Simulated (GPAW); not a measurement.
# A Pb chain with an O atom bridging one bond: converging a transmission

Aim: the cheapest settings that leave the conductance of a Pb chain with an O atom bridging one bond unchanged.

Method: GPAW LCAO, PAW setups; Landauer transmission from Green's functions with principal layers (ASE), zero bias, in GPAW 26.7.0.

Report form: the programs' logs are mostly left out.

**1. Starting point**

The cell holds 11 atoms: 10 Pb and 1 O. Cell: a = 9.000 Å, b = 9.000 Å, c = 29.200 Å, α = 90.0°, β = 90.0°, γ = 90.0°. Regions: left lead, 5 atoms (5 Pb); channel, 1 atom (1 O); right lead, 5 atoms (5 Pb). Vacuum lies along a and b. The structure is stacked along c, and the current runs across the ab planes.

**2. Base settings**

All settings start at ordinary values; they are then varied in turn, with meshes following the cell where its length changes.

Contents of run.py:

```python
import json
import numpy as np
from ase import Atoms
from ase.transport.calculators import TransportCalculator
from gpaw import GPAW, FermiDirac
from gpaw.lcao.tools import get_lcao_hamiltonian
from scipy.linalg import eigh

# The junction with lead layers at both ends, along the third cell vector
device = Atoms(
    ['Pb', 'Pb', 'Pb', 'Pb', 'Pb', 'O', 'Pb', 'Pb', 'Pb', 'Pb', 'Pb'],
    positions=[
        [4.50000, 4.50000, 1.45000],
        [4.50000, 4.50000, 4.35000],
        [4.50000, 4.50000, 7.25000],
        [4.50000, 4.50000, 10.15000],
        [4.50000, 4.50000, 13.05000],
        [5.69979, 4.50000, 14.60000],
        [4.50000, 4.50000, 16.15000],
        [4.50000, 4.50000, 19.05000],
        [4.50000, 4.50000, 21.95000],
        [4.50000, 4.50000, 24.85000],
        [4.50000, 4.50000, 27.75000]],
    cell=[[9.0, 0.0, 0.0], [0.0, 9.0, 0.0], [0.0, 0.0, 29.2]],
    pbc=True)

# One principal layer of the lead: the first 3 atoms of the device
lead = Atoms(
    ['Pb', 'Pb', 'Pb'],
    positions=[
        [4.50000, 4.50000, 1.45000],
        [4.50000, 4.50000, 4.35000],
        [4.50000, 4.50000, 7.25000]],
    cell=[[9.0, 0.0, 0.0], [0.0, 9.0, 0.0], [0.0, 0.0, 8.7]],
    pbc=True)

settings = dict(mode='lcao', basis='szp(dzp)', xc='LDA', h=0.18,
                occupations=FermiDirac(0.1), maxiter=250,
                mixer=dict(beta=0.1, nmaxold=8, weight=100.0),
                convergence=dict(density=0.0001))
energies = np.arange(-2, 2 + 1e-9, 0.05)
eta = 0.0001
n1, n2 = 1, 1
# k and -k transmit alike, so half of the mesh across the current serves
mesh = [(i, j) for i in range(n1) for j in range(n2) if (i, j) <= (-i % n1, -j % n2)]
weights = np.array([1 if (i, j) == (-i % n1, -j % n2) else 2 for i, j in mesh]) / (n1 * n2)

# [... helper functions left out ...]
fermi_lead = ground_state(lead, (1, 1, 13), 'lead.txt')
fermi_device = ground_state(device, (1, 1, 3), 'device.txt')
# [... loop over the mesh left out, but for ...]
        # Shift the lead onto the potential of the device's first layer
        shift = ((H[:, 0, 0] - H0[:, 0, 0]) / S0[0, 0]).real.mean()
# [...]
kT = 8.617333e-5 * 500
bias = [0.1, 0.2, 0.5, 1.0, 1.5, 2.0]
# [... integrals and printing left out ...]
```

The run is started by

```bash
> OMP_NUM_THREADS=1 OPENBLAS_NUM_THREADS=2 python run.py
```

The job ended after 52 s (2 threads of Intel Xeon Platinum 8559C (Emerald Rapids), shared host; peak memory 1.5 GiB).

Numbers from this step:

| Quantity | Value |
| --- | --- |
| conductance | 0.9825 G₀ |
| largest coupling past the next principal layer | 2.82e-8 eV |
| largest misfit of the first principal layer | 0.03861 eV |
| shift that aligns the lead | -0.01517 eV |
| basis functions of the junction | 149 |
| basis functions of a principal layer | 42 |
| transmission at the Fermi level (one spin) | 0.9856 |
| open channels of the lead at the Fermi level (one spin) | 3 |

One spin. Table of transmission, zone mean by energy, zero at the Fermi level:

| energy (eV) | transmission, zone mean |
| --- | --- |
| -2.00 | 0.00628 |
| -1.85 | 0.00724 |
| -1.70 | 0.00753 |
| -1.60 | 0.00731 |
| -1.45 | 0.00629 |
| -1.30 | 0.00442 |
| -1.15 | 0.00192 |
| -1.05 | 4.1e-4 |
| -0.90 | 0.00150 |
| -0.75 | 0.0303 |
| -0.60 | 0.577 |
| -0.50 | 0.758 |
| -0.35 | 0.893 |
| -0.20 | 0.963 |
| -0.05 | 0.986 |
| 0.00 | 0.986 |
| 0.05 | 0.983 |
| 0.20 | 0.969 |
| 0.35 | 0.959 |
| 0.50 | 0.957 |
| 0.60 | 0.959 |
| 0.75 | 0.968 |
| 0.90 | 0.983 |
| 1.05 | 1.00 |
| 1.15 | 1.02 |
| 1.30 | 1.06 |
| 1.45 | 1.09 |
| 1.60 | 1.13 |
| 1.70 | 1.16 |
| 1.85 | 1.20 |
| 2.00 | 1.23 |

Crossings of the lead's bands, unfolded to its shortest repeat. The open channels, zone mean by energy, zero at the Fermi level:

energy (eV), open channels, zone mean and a bar from the least value:
```
    -2.00       1.00 
    -1.85       1.00 
    -1.70       1.00 
    -1.60       1.00 
    -1.45       1.00 
    -1.30       1.00 
    -1.15       1.00 
    -1.05       1.00 
    -0.90       1.00 
    -0.75       1.00 
    -0.60       3.00 ##############################
    -0.50       3.00 ##############################
    -0.35       3.00 ##############################
    -0.20       3.00 ##############################
    -0.05       3.00 ##############################
     0.00       3.00 ##############################
     0.05       3.00 ##############################
     0.20       3.00 ##############################
     0.35       3.00 ##############################
     0.50       3.00 ##############################
     0.60       3.00 ##############################
     0.75       3.00 ##############################
     0.90       3.00 ##############################
     1.05       3.00 ##############################
     1.15       3.00 ##############################
     1.30       3.00 ##############################
     1.45       3.00 ##############################
     1.60       3.00 ##############################
     1.70       3.00 ##############################
     1.85       3.00 ##############################
     2.00       3.00 ##############################
```

Not self-consistent under bias; the bias window is split evenly. Current through one cell, from the zero-bias transmission against bias:

| bias (V) | current through one cell, from the zero-bias transmission (μA) |
| --- | --- |
| 0.100 | 7.61 |
| 0.200 | 15.2 |
| 0.500 | 37.7 |
| 1.000 | 72.8 |
| 1.500 | 99.6 |
| 2.000 | 119 |

Couplings past the next layer reach 2.8e-8 eV, small enough to drop; the matrix elements of the cell's first layer differ from the bulk lead's by up to 0.039 eV. That layer keeps its own values in the calculation, and only beyond it is the lead taken as perfect. The Fermi levels of lead and junction count from different zeros of potential, one for each periodic cell; with both set to zero, the small remaining shift is what aligns them. Without spin-orbit coupling, which is large for these atoms, channel counts and T are those of the scalar-relativistic bands. By hand: G = 0.9825 × 77.48 μS = 76.1 μS, a resistance of 13.1 kΩ; at 0.1 V a linear junction would pass 7.61 μA, and the integral over the bias window gives 7.61 μA.

**3. Varying the grid spacing**

The real-space grid carries density and potential; a coarse one breaks translation symmetry along the lead and scatters electrons that should pass.

Changes to run.py since step 2:

```diff
@@ -36,3 +36,3 @@
 
-settings = dict(mode='lcao', basis='szp(dzp)', xc='LDA', h=0.18,
+settings = dict(mode='lcao', basis='szp(dzp)', xc='LDA', h=0.3,
                 occupations=FermiDirac(0.1), maxiter=250,
```

Elapsed: 11 s, on 2 threads; peak memory 0.37 GiB.

This step gave:

```yaml
conductance: 1.009 G₀
largest_misfit_of_the_first_principal_layer: 0.03961 eV
shift_that_aligns_the_lead: -0.01543 eV
transmission_at_the_fermi_level_one_spin: 1.012
```

One spin. Table of transmission, zone mean by energy, zero at the Fermi level:

| energy (eV) | transmission, zone mean |
| --- | --- |
| -2.00 | 0.00632 |
| -1.90 | 0.00699 |
| -1.80 | 0.00735 |
| -1.70 | 0.00738 |
| -1.55 | 0.00678 |
| -1.45 | 0.00593 |
| -1.35 | 0.00470 |
| -1.25 | 0.00316 |
| -1.15 | 0.00149 |
| -1.05 | 1.8e-4 |
| -0.90 | 0.00238 |
| -0.80 | 0.0158 |
| -0.70 | 0.101 |
| -0.60 | 0.601 |
| -0.50 | 0.784 |
| -0.40 | 0.885 |
| -0.25 | 0.974 |
| -0.15 | 1.00 |
| -0.05 | 1.01 |
| 0.00 | 1.01 |
| 0.05 | 1.01 |
| 0.15 | 0.998 |
| 0.25 | 0.987 |
| 0.40 | 0.976 |
| 0.50 | 0.973 |
| 0.60 | 0.973 |
| 0.70 | 0.988 |
| 0.80 | 0.977 |
| 0.90 | 0.984 |
| 1.05 | 0.999 |
| 1.15 | 1.01 |
| 1.25 | 1.03 |
| 1.35 | 1.05 |
| 1.45 | 1.08 |
| 1.55 | 1.10 |
| 1.70 | 1.14 |
| 1.80 | 1.16 |
| 1.90 | 1.19 |
| 2.00 | 1.21 |

Crossings of the lead's bands, unfolded to its shortest repeat. Open channels, zone mean against energy, zero at the Fermi level:

energy (eV), open channels, zone mean and a bar from the least value:
```
    -2.00       1.00 
    -1.90       1.00 
    -1.80       1.00 
    -1.70       1.00 
    -1.55       1.00 
    -1.45       1.00 
    -1.35       1.00 
    -1.25       1.00 
    -1.15       1.00 
    -1.05       1.00 
    -0.90       1.00 
    -0.80       1.00 
    -0.70       1.00 
    -0.60       3.00 ##############################
    -0.50       3.00 ##############################
    -0.40       3.00 ##############################
    -0.25       3.00 ##############################
    -0.15       3.00 ##############################
    -0.05       3.00 ##############################
     0.00       3.00 ##############################
     0.05       3.00 ##############################
     0.15       3.00 ##############################
     0.25       3.00 ##############################
     0.40       3.00 ##############################
     0.50       3.00 ##############################
     0.60       3.00 ##############################
     0.70       3.00 ##############################
     0.80       3.00 ##############################
     0.90       3.00 ##############################
     1.05       3.00 ##############################
     1.15       3.00 ##############################
     1.25       3.00 ##############################
     1.35       3.00 ##############################
     1.45       3.00 ##############################
     1.55       3.00 ##############################
     1.70       3.00 ##############################
     1.80       3.00 ##############################
     1.90       3.00 ##############################
     2.00       3.00 ##############################
```

Not self-consistent under bias; the bias window is split evenly. Table of current through one cell, from the zero-bias transmission by bias:

| bias (V) | current through one cell, from the zero-bias transmission (μA) |
| --- | --- |
| 0.100 | 7.81 |
| 0.200 | 15.6 |
| 0.500 | 38.7 |
| 1.000 | 74.7 |
| 1.500 | 102 |
| 2.000 | 122 |

The conductance, 1.01 G₀, lies 2.7 % above that of the base run.

**4. Grid spacing: h = 0.26**

Changes to run.py since step 3:

```diff
@@ -36,3 +36,3 @@
 
-settings = dict(mode='lcao', basis='szp(dzp)', xc='LDA', h=0.3,
+settings = dict(mode='lcao', basis='szp(dzp)', xc='LDA', h=0.26,
                 occupations=FermiDirac(0.1), maxiter=250,
```

The job ended after 18 s (2 threads; peak memory 0.57 GiB).

This step gave:

* conductance: 0.9810 G₀
* largest misfit of the first principal layer: 0.03851 eV
* shift that aligns the lead: -0.01508 eV
* transmission at the Fermi level (one spin): 0.9841

One spin. Transmission, zone mean against energy, zero at the Fermi level:

| energy (eV) | transmission, zone mean |
| --- | --- |
| -2.00 | 0.00682 |
| -1.90 | 0.00761 |
| -1.80 | 0.00810 |
| -1.70 | 0.00826 |
| -1.55 | 0.00784 |
| -1.45 | 0.00707 |
| -1.35 | 0.00590 |
| -1.25 | 0.00432 |
| -1.15 | 0.00248 |
| -1.05 | 7.1e-4 |
| -0.90 | 9.7e-4 |
| -0.80 | 0.0106 |
| -0.70 | 0.0817 |
| -0.60 | 0.573 |
| -0.50 | 0.756 |
| -0.40 | 0.856 |
| -0.25 | 0.944 |
| -0.15 | 0.974 |
| -0.05 | 0.984 |
| 0.00 | 0.984 |
| 0.05 | 0.981 |
| 0.15 | 0.972 |
| 0.25 | 0.964 |
| 0.40 | 0.956 |
| 0.50 | 0.955 |
| 0.60 | 0.958 |
| 0.70 | 0.965 |
| 0.80 | 0.970 |
| 0.90 | 0.981 |
| 1.05 | 1.00 |
| 1.15 | 1.02 |
| 1.25 | 1.04 |
| 1.35 | 1.07 |
| 1.45 | 1.09 |
| 1.55 | 1.12 |
| 1.70 | 1.16 |
| 1.80 | 1.18 |
| 1.90 | 1.21 |
| 2.00 | 1.23 |

Crossings of the lead's bands, unfolded to its shortest repeat. The open channels, zone mean by energy, zero at the Fermi level:

| energy (eV) | open channels, zone mean |
| --- | --- |
| -2.000 | 1 |
| -1.800 | 1 |
| -1.600 | 1 |
| -1.400 | 1 |
| -1.200 | 1 |
| -1.000 | 1 |
| -0.800 | 1 |
| -0.600 | 3 |
| -0.400 | 3 |
| -0.200 | 3 |
| 0.000 | 3 |
| 0.200 | 3 |
| 0.400 | 3 |
| 0.600 | 3 |
| 0.800 | 3 |
| 1.000 | 3 |
| 1.200 | 3 |
| 1.400 | 3 |
| 1.600 | 3 |
| 1.800 | 3 |
| 2.000 | 3 |

Not self-consistent under bias; the bias window is split evenly. Table of current through one cell, from the zero-bias transmission by bias:

| bias (V) | current through one cell, from the zero-bias transmission (μA) |
| --- | --- |
| 0.100 | 7.60 |
| 0.200 | 15.2 |
| 0.500 | 37.6 |
| 1.000 | 72.7 |
| 1.500 | 99.4 |
| 2.000 | 119 |

The conductance equals that of the base run to 0.2 %.

**5. Varying the grid spacing**

Changes to run.py since step 4:

```diff
@@ -36,3 +36,3 @@
 
-settings = dict(mode='lcao', basis='szp(dzp)', xc='LDA', h=0.26,
+settings = dict(mode='lcao', basis='szp(dzp)', xc='LDA', h=0.22,
                 occupations=FermiDirac(0.1), maxiter=250,
```

Wall time 24 s (2 threads); peak memory 0.77 GiB.

The conductance, 0.986 G₀, lies 0.4 % above that of the base run.

**6. Varying the grid spacing**

Changes to run.py since step 5:

```diff
@@ -36,3 +36,3 @@
 
-settings = dict(mode='lcao', basis='szp(dzp)', xc='LDA', h=0.22,
+settings = dict(mode='lcao', basis='szp(dzp)', xc='LDA', h=0.16,
                 occupations=FermiDirac(0.1), maxiter=250,
```

Elapsed: 61 s, on 2 threads; peak memory 1.8 GiB.

One spin. The transmission, zone mean by energy, zero at the Fermi level:

| energy (eV) | transmission, zone mean |
| --- | --- |
| -2.00 | 0.00631 |
| -1.90 | 0.00703 |
| -1.80 | 0.00746 |
| -1.70 | 0.00757 |
| -1.55 | 0.00710 |
| -1.45 | 0.00632 |
| -1.35 | 0.00516 |
| -1.25 | 0.00365 |
| -1.15 | 0.00194 |
| -1.05 | 4.1e-4 |
| -0.90 | 0.00149 |
| -0.80 | 0.0125 |
| -0.70 | 0.0879 |
| -0.60 | 0.576 |
| -0.50 | 0.758 |
| -0.40 | 0.857 |
| -0.25 | 0.945 |
| -0.15 | 0.975 |
| -0.05 | 0.986 |
| 0.00 | 0.985 |
| 0.05 | 0.983 |
| 0.15 | 0.974 |
| 0.25 | 0.965 |
| 0.40 | 0.957 |
| 0.50 | 0.957 |
| 0.60 | 0.959 |
| 0.70 | 0.963 |
| 0.80 | 0.972 |
| 0.90 | 0.982 |
| 1.05 | 1.00 |
| 1.15 | 1.02 |
| 1.25 | 1.04 |
| 1.35 | 1.07 |
| 1.45 | 1.09 |
| 1.55 | 1.12 |
| 1.70 | 1.16 |
| 1.80 | 1.19 |
| 1.90 | 1.21 |
| 2.00 | 1.23 |

The conductance equals that of the base run to 0.2 %.

**7. Grid spacing: h = 0.14**

Changes to run.py since step 6:

```diff
@@ -36,3 +36,3 @@
 
-settings = dict(mode='lcao', basis='szp(dzp)', xc='LDA', h=0.16,
+settings = dict(mode='lcao', basis='szp(dzp)', xc='LDA', h=0.14,
                 occupations=FermiDirac(0.1), maxiter=250,
```

Wall time 91 s (2 threads); peak memory 2.6 GiB.

One spin. The transmission, zone mean by energy, zero at the Fermi level:

| energy (eV) | transmission, zone mean |
| --- | --- |
| -2.00 | 0.00632 |
| -1.85 | 0.00729 |
| -1.70 | 0.00758 |
| -1.60 | 0.00735 |
| -1.45 | 0.00633 |
| -1.30 | 0.00445 |
| -1.15 | 0.00194 |
| -1.05 | 4.1e-4 |
| -0.90 | 0.00149 |
| -0.75 | 0.0303 |
| -0.60 | 0.576 |
| -0.50 | 0.758 |
| -0.35 | 0.892 |
| -0.20 | 0.963 |
| -0.05 | 0.985 |
| 0.00 | 0.985 |
| 0.05 | 0.982 |
| 0.20 | 0.968 |
| 0.35 | 0.958 |
| 0.50 | 0.956 |
| 0.60 | 0.959 |
| 0.75 | 0.967 |
| 0.90 | 0.982 |
| 1.05 | 1.00 |
| 1.15 | 1.02 |
| 1.30 | 1.06 |
| 1.45 | 1.09 |
| 1.60 | 1.13 |
| 1.70 | 1.16 |
| 1.85 | 1.20 |
| 2.00 | 1.23 |

The conductance equals that of the base run to 0.2 %.

**8. Convergence in the grid spacing**

The runs and the base run on one axis.

This step: convergence of the conductance (GPAW 26.7.0).

The conductance by grid spacing:

| grid spacing (Å) | conductance (G₀) |
| --- | --- |
| 0.1400 | 0.982 |
| 0.1600 | 0.982 |
| 0.1800 | 0.983 |
| 0.2200 | 0.986 |
| 0.2600 | 0.981 |
| 0.3000 | 1.01 |

**9. Energy step: de = 0.2**

The thermal integrals interpolate T(E), so the step must resolve what lies within a few kT of the Fermi level.

This step: GPAW LCAO, PAW setups; Landauer transmission from Green's functions with principal layers (ASE), zero bias (GPAW 26.7.0).

Changes to run.py since step 7:

```diff
@@ -36,3 +36,3 @@
 
-settings = dict(mode='lcao', basis='szp(dzp)', xc='LDA', h=0.14,
+settings = dict(mode='lcao', basis='szp(dzp)', xc='LDA', h=0.18,
                 occupations=FermiDirac(0.1), maxiter=250,
@@ -40,3 +40,3 @@
                 convergence=dict(density=0.0001))
-energies = np.arange(-2, 2 + 1e-9, 0.05)
+energies = np.arange(-2, 2 + 1e-9, 0.2)
 eta = 0.0001
```

Run time: 44 s. Hardware: 2 threads; peak memory 1.5 GiB.

Numbers from this step:

```
conductance                                 : 0.9797 G₀
largest misfit of the first principal layer : 0.03861 eV
shift that aligns the lead                  : -0.01517 eV
transmission at the Fermi level (one spin)  : 0.9856
```

One spin. The transmission, zone mean by energy, zero at the Fermi level:

| energy (eV) | transmission, zone mean |
| --- | --- |
| -2.00 | 0.00628 |
| -1.80 | 0.00742 |
| -1.60 | 0.00731 |
| -1.40 | 0.00576 |
| -1.20 | 0.00279 |
| -1.00 | 2.1e-5 |
| -0.80 | 0.0125 |
| -0.60 | 0.577 |
| -0.40 | 0.858 |
| -0.20 | 0.963 |
| 0.00 | 0.986 |
| 0.20 | 0.969 |
| 0.40 | 0.957 |
| 0.60 | 0.959 |
| 0.80 | 0.972 |
| 1.00 | 0.996 |
| 1.20 | 1.03 |
| 1.40 | 1.08 |
| 1.60 | 1.13 |
| 1.80 | 1.19 |
| 2.00 | 1.23 |

Crossings of the lead's bands, unfolded to its shortest repeat. Open channels, zone mean against energy, zero at the Fermi level:

| energy (eV) | open channels, zone mean |
| --- | --- |
| -2.00 | 1 |
| -1.80 | 1 |
| -1.60 | 1 |
| -1.40 | 1 |
| -1.20 | 1 |
| -1.00 | 1 |
| -0.80 | 1 |
| -0.60 | 3 |
| -0.40 | 3 |
| -0.20 | 3 |
| 0.00 | 3 |
| 0.20 | 3 |
| 0.40 | 3 |
| 0.60 | 3 |
| 0.80 | 3 |
| 1.00 | 3 |
| 1.20 | 3 |
| 1.40 | 3 |
| 1.60 | 3 |
| 1.80 | 3 |
| 2.00 | 3 |

Not self-consistent under bias; the bias window is split evenly. The current through one cell, from the zero-bias transmission by bias:

| bias (V) | current through one cell, from the zero-bias transmission (μA) |
| --- | --- |
| 0.100 | 7.59 |
| 0.200 | 15.2 |
| 0.500 | 37.5 |
| 1.000 | 72.3 |
| 1.500 | 98.3 |
| 2.000 | 118 |

The conductance, 0.980 G₀, lies 0.3 % below that of the base run.

[end of part 1 of 3]

[Logs are printed without paths, hosts, clocks, repeated set-up lines and the standing remarks that a program may print on its own settings, such as how far it seeks lower states.]

[Hosts, paths, dates, database ids (printed as entryN), source tags and the programs' standing remarks are cut or masked in the printed files.]
